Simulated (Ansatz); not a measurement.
**Is Ti-Re-Ti stack of (111) layers a stable metal?**

Question: is the lattice of Ti-Re-Ti stack of (111) layers stable, and if so, what are its coupling constant and resistivity?

Program: Ansatz 0.2.0. Level of theory: DFT PBEsol, scalar-relativistic, plane waves, PAW; PAW set soft_1. Results are calculated unless marked as measured.

Report form: the programs' logs are mostly left out.

### 1. The starting structure

The cell holds 3 atoms: 2 Ti and 1 Re. Its edges and angles: a = 2.750 Å, b = 2.750 Å, c = 15.490 Å, α = 90.0°, β = 90.0°, γ = 120.0°. Vacuum lies along c.

### 2. Relaxing cell and atoms

Lattice constant and positions set the bands and the force constants, so the cell is relaxed first.

The input, input.yaml:

```yaml
crystal:
  lattice:
    - [2.74983, 0.0, 0.0]
    - [-1.37491, 2.38142, 0.0]
    - [0.0, 0.0, 15.49045]
  atoms:
    - { symbol: Ti, position: [0.0, 0.0, 0.35505756] }
    - { symbol: Re, position: [0.33333333, 0.66666667, 0.5] }
    - { symbol: Ti, position: [0.66666667, 0.33333333, 0.64494244] }
  periodic: [true, true, false]
kpoints:
  mp_grid: { grid: [12, 12, 1] }
hamiltonian:
  xc: pbesol
  pseudopotentials: { kind: paw, azcp: { folder: soft_1 }, xc_functional: pbe }
scf:
  occupations: { method: gaussian, width: 0.1 }
output:
  forces: true
  stress: true
  eigenvalues: true
  write_density: true
  write_potential: true
  elf: true
  volumetric_format: npy
relax:
  adjacent_minimum: "off"
  f_tol: 0.005
  max_steps: 80
  cell: { stress_2d_tol: 0.02 }
```

On the command line:

```
$ ansatz run input.yaml --threads 8 --pin off --max-ram 20480MiB --backend cpu --events-out ev --progress --plain --runs-dir out
```

Wall time 10 s (8 threads of Arm Neoverse V2, shared host); peak memory 0.73 GiB.

Step by step:

```tsv
step	energy less that of the first step (eV)	largest force component (eV/Å)	volume (Å³)
1	0.0000	0.1498	214.67
2	-0.0007	0.1002	216.50
3	-0.0044	0.0106	215.33
4	-0.0047	0.0165	214.95
5	-0.0061	0.0181	212.67
6	-0.0070	0.0035	209.70
7	-0.0070	0.0034	210.93
8	-0.0071	0.0001	210.42
9*	-0.0068	0.0000	210.42
```

Relaxation steps marked * repeat the geometry before them on a plane-wave basis chosen anew for their cell, so energy and pressure can jump there.

The run keeps the 12 symmetry operations that it works with, so distortions that break them were not tested.

```tsv
cell as run	before	after	change
a (Å)	2.750	2.723	-1.0 %
b (Å)	2.750	2.723	-1.0 %
```

The atoms that moved most (Å, along periodic axes as changes of fractional coordinates times the final cell, across vacuum about the mean position):

```tsv
atom	dx	dy	dz	length
Ti3	0.000	0.000	0.086	0.086
Ti1	0.000	0.000	-0.086	0.086
```

The relaxed structure:

```xyz
3
Lattice="2.7225 0.0000 0.0000 -1.3613 2.3578 0.0000 0.0000 0.0000 32.7809" Properties=species:S:1:pos:R:3
Ti    0.0000    0.0000    5.4144
Re    0.0000    1.5718    7.7452
Ti    1.3613    0.7859   10.0760
```

This step gave:

```yaml
metallic_on_mesh: yes
gap_on_the_k_mesh: 0 eV
```

Electrostatic potential energy in the ca plane at fractional y = 0.333, with atoms of Ti within 0.2 Å of it. With pseudopotentials it is smooth inside the atoms' cores, unlike the true potential.

Ten even steps from '0' (-41 eV) to '9' (0 eV), each cell a mean:
```
99999999999988767898767887300378999999999999
99999999999998888999888885000058999999999999
99999999999998888999888984000048999999999999
99999999999998888999878885100158999999999999
99999999999987667888656787422478999999999999
99999999999986435886313688766789999999999999
99999999999986325786201688888899999999999999
99999999999986446887423688766789999999999999
```
Columns run along c (16.0 Å, from fractional 0.00 to 0.49 of the cell; values clipped at the 3rd and 97th percentile), rows up along a (2.7 Å). Atoms in or near the plane, at fractional coordinates: Ti at (0.31, 0.67).

ELF in the ca plane at fractional y = 0.333, with atoms of Ti within 0.2 Å of it. It is the smooth field of the valence electrons, not physical close to the nuclei.

Ten even steps from '0' (0.00) to '9' (0.72), each cell a mean:
```
00000001245543222344334442488511221000000000
00000001357876533455555642899930011000000000
00000001357998654555556643999940010000000000
00000001246775433455445542799820011000000000
00000001235432221344344442366311221100000000
00000001133212342243464344222235542100000000
00000001123212453243565345323456642100000000
00000001233322342243454343222234432100000000
```
Columns run along c (16.0 Å, from fractional 0.00 to 0.49 of the cell), rows up along a (2.7 Å). Atoms in or near the plane, at fractional coordinates: Ti at (0.31, 0.67).

Valence density in the ca plane at fractional y = 0.333, with atoms of Ti within 0.2 Å of it. It is the smooth field of the valence electrons, not physical close to the nuclei.

Values in units of 1e0 e/Å³, 5 rows by 16 columns, each cell a mean:
```
0.0 0.0 0.0 0.0 0.1 0.3 0.2 0.4 0.4 1.4 3.0 0.1 0.0 0.0 0.0 0.0
0.0 0.0 0.0 0.0 0.1 0.2 0.2 0.3 0.3 3.2 7.1 0.1 0.0 0.0 0.0 0.0
0.0 0.0 0.0 0.0 0.1 0.3 0.2 0.5 0.4 1.3 2.9 0.1 0.0 0.0 0.0 0.0
0.0 0.0 0.0 0.0 0.1 0.7 0.3 1.1 0.7 0.3 0.3 0.1 0.0 0.0 0.0 0.0
0.0 0.0 0.0 0.0 0.1 0.8 0.3 1.1 0.7 0.3 0.3 0.1 0.0 0.0 0.0 0.0
```
Columns run along c (16.0 Å, from fractional 0.00 to 0.49 of the cell), rows up along a (2.7 Å). Atoms in or near the plane, at fractional coordinates: Ti at (0.31, 0.67).

The relaxation ends with a largest force component of 2.6e-5 eV/Å.

### 3. Tight relaxation

No force is left; the cell is relaxed once more with another smearing and tight thresholds.

input.yaml, the sections that differ from step 2:

```yaml
crystal:
  lattice:
    - [2.7225101706, -2.8581e-06, 0.0]
    - [-1.3612526101, 2.3577643988, 0.0]
    - [0.0, 0.0, 32.7808944788]
  atoms:
    - { symbol: Ti, position: [0.0, 0.0, 0.1651695261] }
    - { symbol: Re, position: [0.3333333333, 0.6666666667, 0.2362725338] }
    - { symbol: Ti, position: [0.6666666667, 0.3333333333, 0.3073755415] }
  periodic: [true, true, false]
scf:
  occupations: { method: methfessel_paxton, width: 0.2 }
relax:
  adjacent_minimum: "off"
  f_tol: 0.001
  max_steps: 60
  cell: { stress_2d_tol: 0.002 }
# kpoints, hamiltonian, output: as in step 2
```

Wall time 7.6 s (8 threads); peak memory 0.72 GiB.

Little changed from the start: no atom moved by 0.005 Å and no cell edge by 0.1 %.

Electrostatic potential energy in the ca plane at fractional y = 0.000, with atoms of Ti within 0.2 Å of it. With pseudopotentials it is smooth inside the atoms' cores, unlike the true potential.

Ten even steps from '0' (-41 eV) to '9' (0 eV), each cell a mean:
```
99999999999851000488888999888899999999999999
99999999999873102688767898877889999999999999
99999999999987556887424788744689999999999999
99999999999998888886202688533589999999999999
99999999999988777887313688633689999999999999
99999999999985224788656788766789999999999999
99999999999862000588878899888899999999999999
99999999999850000389888999988899999999999999
```
Columns run along c (16.0 Å, from fractional 0.00 to 0.49 of the cell; values clipped at the 3rd and 97th percentile), rows up along a (2.7 Å). Atoms in or near the plane, at fractional coordinates: Ti at (0.17, 0.00).

Valence density in the ca plane at fractional y = 0.000, with atoms of Ti within 0.2 Å of it. It is the smooth field of the valence electrons, not physical close to the nuclei.

Ten steps, logarithmic in the rise over the least value, from '0' (0 e/Å³) to '9' (11 e/Å³), each cell a mean:
```
00000000000036997422333222222211000000000000
00000000000024675323343322222211000000000000
00000000000112343223454322344211000000000000
00000000000112222223565432344311000000000000
00000000000112232223455322344311000000000000
00000000000013564223444322233211000000000000
00000000000026887322333222222211000000000000
00000000000037998422333222222211000000000000
```
Columns run along c (16.0 Å, from fractional 0.00 to 0.49 of the cell), rows up along a (2.7 Å). Atoms in or near the plane, at fractional coordinates: Ti at (0.17, 0.00).

ELF in the ca plane at fractional y = 0.000, with atoms of Ti within 0.2 Å of it. It is the smooth field of the valence electrons, not physical close to the nuclei.

Values, 5 rows by 16 columns, each cell a mean:
```
0.00 0.00 0.04 0.09 0.20 0.69 0.32 0.38 0.36 0.29 0.35 0.53 0.26 0.04 0.00 0.00
0.00 0.01 0.06 0.24 0.22 0.27 0.26 0.30 0.30 0.21 0.20 0.25 0.18 0.03 0.00 0.00
0.00 0.01 0.06 0.32 0.39 0.20 0.31 0.35 0.32 0.23 0.27 0.17 0.16 0.03 0.00 0.00
0.00 0.01 0.05 0.18 0.16 0.44 0.25 0.30 0.30 0.21 0.19 0.34 0.21 0.03 0.00 0.00
0.00 0.00 0.03 0.07 0.25 0.70 0.35 0.44 0.40 0.34 0.47 0.61 0.28 0.04 0.00 0.00
```
Columns run along c (16.0 Å, from fractional 0.00 to 0.49 of the cell), rows up along a (2.7 Å). Atoms in or near the plane, at fractional coordinates: Ti at (0.17, 0.00).

### 4. Lattice stability: q 2×2×1, k 6×6×1

Couplings are defined for a stable lattice alone, so phonons come first.

The input, input.yaml:

```yaml
crystal:
  lattice:
    - [2.7227676915, -2.8584e-06, 0.0]
    - [-1.3613813703, 2.3579874186, 0.0]
    - [0.0, 0.0, 32.7808944788]
  atoms:
    - { symbol: Ti, position: [0.0, 0.0, 0.165207] }
    - { symbol: Re, position: [0.3333333333, 0.6666666667, 0.2362725338] }
    - { symbol: Ti, position: [0.6666666667, 0.3333333333, 0.3073380676] }
  periodic: [true, true, false]
kpoints:
  mp_grid: { grid: [6, 6, 1] }
hamiltonian:
  xc: pbesol
  pseudopotentials: { kind: paw, azcp: { folder: soft_1 }, xc_functional: pbe }
scf:
  occupations: { method: methfessel_paxton, width: 0.2 }
output:
  eigenvalues: true
phonons:
  method: dfpt
  qmesh: [2, 2, 1]
  temperatures: { t_max: 1000, t_step: 50 }
  qpath:
    path:
      - [0.0, 0.0, 0.0]
      - [0.5, 0.0, 0.0]
      - [0.33333333, 0.33333333, 0.0]
      - [0.0, 0.0, 0.0]
    npoints: 10
```

The job ended after 28 s (8 threads; peak memory 1.1 GiB).

This step gave:

```yaml
share_of_imaginary_modes_in_the_plain_interpolation_between_solved_wavevectors: 0.259
highest_frequency_solved_or_plainly_interpolated: 252.7 cm⁻¹
```

Solved on the 2×2×1 mesh alone; all other wavevectors are interpolated. Phonon branches along the path, in cm⁻¹:

```tsv
point	branch 1	branch 2	branch 3	branch 4	branch 5	branch 6	branch 7	branch 8	branch 9
Γ	-108	-108	-90	-90	0	0	0	172	241
halfway	-90	-39	-22	58	69	139	150	176	210
M	-72	-60	93	93	104	122	181	225	253
halfway	-54	-24	95	109	132	135	179	215	241
K	-26	-26	106	129	129	173	199	199	215
halfway	-50	-36	-26	72	85	144	172	180	203
Γ	-108	-108	-90	-90	0	0	0	172	241
```

Among the solved wavevectors the lowest mode, translations apart, is -108 cm⁻¹, imaginary.

### 5. Lattice stability: q 3×3×1, k 9×9×1

An imaginary mode on so few k-points may come from the sampling, so the phonons are repeated with another q and k mesh.

Changes to input.yaml since step 4:

```diff
@@ -11,3 +11,3 @@
 kpoints:
-  mp_grid: { grid: [6, 6, 1] }
+  mp_grid: { grid: [9, 9, 1] }
 hamiltonian:
@@ -21,3 +21,3 @@
   method: dfpt
-  qmesh: [2, 2, 1]
+  qmesh: [3, 3, 1]
   temperatures: { t_max: 1000, t_step: 50 }
```

It took 96 s on 8 threads; peak memory 1.6 GiB; 12 min of CPU time.

Numbers from this step:

- share of imaginary modes in the plain interpolation between solved wavevectors: 0.3996
- highest frequency, solved or plainly interpolated: 239.4 cm⁻¹

Solved on the 3×3×1 mesh alone; all other wavevectors are interpolated. The phonon branches at the labelled points (cm⁻¹):

```tsv
point	branch 1	branch 2	branch 3	branch 4	branch 5	branch 6	branch 7	branch 8	branch 9
Γ	-99	-99	-94	-94	0	0	0	161	239
halfway	-125	-93	-66	-30	33	68	105	191	231
M	-93	-72	-70	-59	66	80	155	205	221
halfway	-101	-90	49	53	80	107	152	190	201
K	-95	-95	72	103	103	149	158	158	159
halfway	-132	-80	-42	-38	55	84	109	194	225
Γ	-99	-99	-94	-94	0	0	0	161	239
```

Lowest modes at the softest wavevector of the mesh. The modes at q = (-0.333, 0.000, 0.000) (shares of kinetic energy by element, %) (negative means imaginary):

```tsv
mode	frequency (cm⁻¹)	Ti %	Re %
1	-124.2	71	29
2	-84.8	82	18
3	-67.9	50	50
4	-38.7	76	24
5	62.4	42	58
6	80.6	50	50
```

Displacements in mode 1 (-124.2 cm⁻¹), the largest set to 1, in the home cell (x, y, z of the real part, then of the imaginary part):
```
Ti1 -0.25 -0.15  0.82  0.20  0.12  0.57
Re2  0.27  0.16  0.37  0.00  0.00  0.00
Ti3 -0.25 -0.15  0.82 -0.20 -0.12 -0.57
```

Displacements in mode 2 (-84.8 cm⁻¹), the largest set to 1, in the home cell (x, y, z of the real part, then of the imaginary part):
```
Ti1  0.53 -0.91  0.00  0.24 -0.41  0.00
Re2  0.00  0.00  0.00  0.20 -0.34  0.00
Ti3 -0.53  0.91  0.00  0.24 -0.41  0.00
```

The modes has structure finer than the step of the table below, so its rows give means over 10 cm⁻¹, whole bins alone (the curve runs from -142 to 257 cm⁻¹). Peaks (cm⁻¹: height): Re -126.5: 0.00981, -73.9: 0.0141, 71.3: 0.0386, 151.4: 0.0178, 234.0: 0.00674; Ti -126.5: 0.0287, -73.9: 0.0345, -31.4: 0.0208, 71.3: 0.0266, 151.4: 0.0157, 196.5: 0.0524, 221.5: 0.028.

Phonopy on the run's constants, 21x21x1 mesh, Gaussian sigma 2.8 cm⁻¹. Modes against wavenumber; means over each step; values in 1/cm⁻¹/cell:

```tsv
wavenumber (cm⁻¹)	Re	Ti
-130	0.00652	0.0193
-120	0.00684	0.0220
-110	0.00469	0.0189
-100	0.00616	0.0279
-90	0.00734	0.0269
-80	0.0105	0.0301
-70	0.0132	0.0289
-60	0.00932	0.0150
-50	0.00953	0.0176
-40	0.00839	0.0155
-30	0.00853	0.0178
-20	0.00752	0.0104
-10	0.00297	0.00595
0	0.00515	0.00271
10	0.00343	0.00304
20	0.00196	0.00206
30	0.00536	0.00600
40	0.00721	0.0114
50	0.00803	0.0111
60	0.0134	0.0152
70	0.0324	0.0242
80	0.0251	0.0184
90	0.0138	0.0115
100	0.0107	0.00962
110	0.00723	0.00750
120	0.00635	0.00700
130	0.00795	0.00838
140	0.0105	0.0111
150	0.0148	0.0134
160	0.00315	0.00573
170	8.6e-4	0.0105
180	0.00124	0.0170
190	0.00184	0.0318
200	0.00225	0.0455
210	0.00201	0.0187
220	0.00405	0.0242
230	0.00579	0.0186
240	0.00354	0.00803
250	4.4e-5	9.5e-5
```

No LO-TO term; unit eigenvectors of the mass-weighted matrix. Modes at Γ, with each element's share of the kinetic energy (negative means imaginary):

```tsv
mode	frequency (cm⁻¹)	symmetry	Ti %	Re %
1	-99.2	Eg	100	0
2	-99.2	Eg	100	0
3	-93.6	Eu	66	34
4	-93.6	Eu	66	34
5	0.0	unnamed	34	66
6	0.0	unnamed	34	66
7	0.0	unnamed	34	66
8	160.6	A1g	100	0
9	239.4	A2u	66	34
```

Displacements in mode 2 (-99.2 cm⁻¹), the largest set to 1:
```
Ti1  0.45  1.00  0.00
Re2  0.00  0.00  0.00
Ti3 -0.45 -1.00  0.00
```

Displacements in mode 8 (160.6 cm⁻¹), the largest set to 1:
```
Ti1  0.00  0.00  1.00
Re2  0.00  0.00  0.00
Ti3  0.00  0.00 -1.00
```

Among the solved wavevectors the lowest mode, translations apart, is -124 cm⁻¹, imaginary.

### 6. Lattice stability: Fermi–Dirac smearing of 0.3 eV

The phonons are repeated on the same meshes with a wide Fermi–Dirac smearing, to see whether the soft mode comes from sharp features of the Fermi surface.

Changes to input.yaml since step 5:

```diff
@@ -16,3 +16,3 @@
 scf:
-  occupations: { method: methfessel_paxton, width: 0.2 }
+  occupations: { method: fermi_dirac, width: 0.3 }
 output:
```

Wall time 2 min (8 threads); peak memory 1.8 GiB.

This step gave:

* share of imaginary modes in the plain interpolation between solved wavevectors: 0.128
* highest frequency, solved or plainly interpolated: 249.5 cm⁻¹

Solved on the 3×3×1 mesh alone; all other wavevectors are interpolated. The phonon branches at the labelled points (cm⁻¹):

```tsv
point	branch 1	branch 2	branch 3	branch 4	branch 5	branch 6	branch 7	branch 8	branch 9
Γ	-76	-76	-62	-62	0	0	0	171	228
halfway	-72	-47	60	75	86	117	145	204	227
M	38	44	91	94	115	125	196	249	250
halfway	46	46	104	117	143	151	188	237	239
K	57	57	92	153	153	202	206	207	207
halfway	-77	66	66	89	93	139	147	211	226
Γ	-76	-76	-62	-62	0	0	0	171	228
```

Among the solved wavevectors the lowest mode, translations apart, is -75.7 cm⁻¹, imaginary.

For the lowest frequency on the path, step 5 gave -132 cm⁻¹; this run, with occupations Fermi-Dirac and smearing width 0.3 eV, gives -77.4 cm⁻¹.

### 7. Summary of results

- phonon run of the rows without a label of their own: PBEsol, q 3×3×1, k 9×9×1
- softest mode on the q mesh: -124 cm⁻¹ at q = (-0.333, 0, 0)
- highest frequency, solved or plainly interpolated: 239 cm⁻¹

The lattice is dynamically unstable at this level: a mode at q = (-0.333, 0, 0) is imaginary, 124i cm⁻¹, so no harmonic coupling constant or resistivity is defined for this structure. These meshes are coarse, and single modes of a metal can move by tens of cm⁻¹ with the k mesh. Spin–orbit coupling, left out here, matters for Re. The phonon runs are not spin-polarised. The PAW files were made for PBE; under other functionals the run regenerates their frozen core. The structure was built by hand as an ordered model, and its stability against other phases was not tested.

[Logs are printed without paths, hosts, clocks, repeated set-up lines and the standing remarks that a program may print on its own settings, such as how far it seeks lower states.]

[Hosts, paths, dates, database ids (printed as entryN), source tags and the programs' standing remarks are cut or masked in the printed files.]
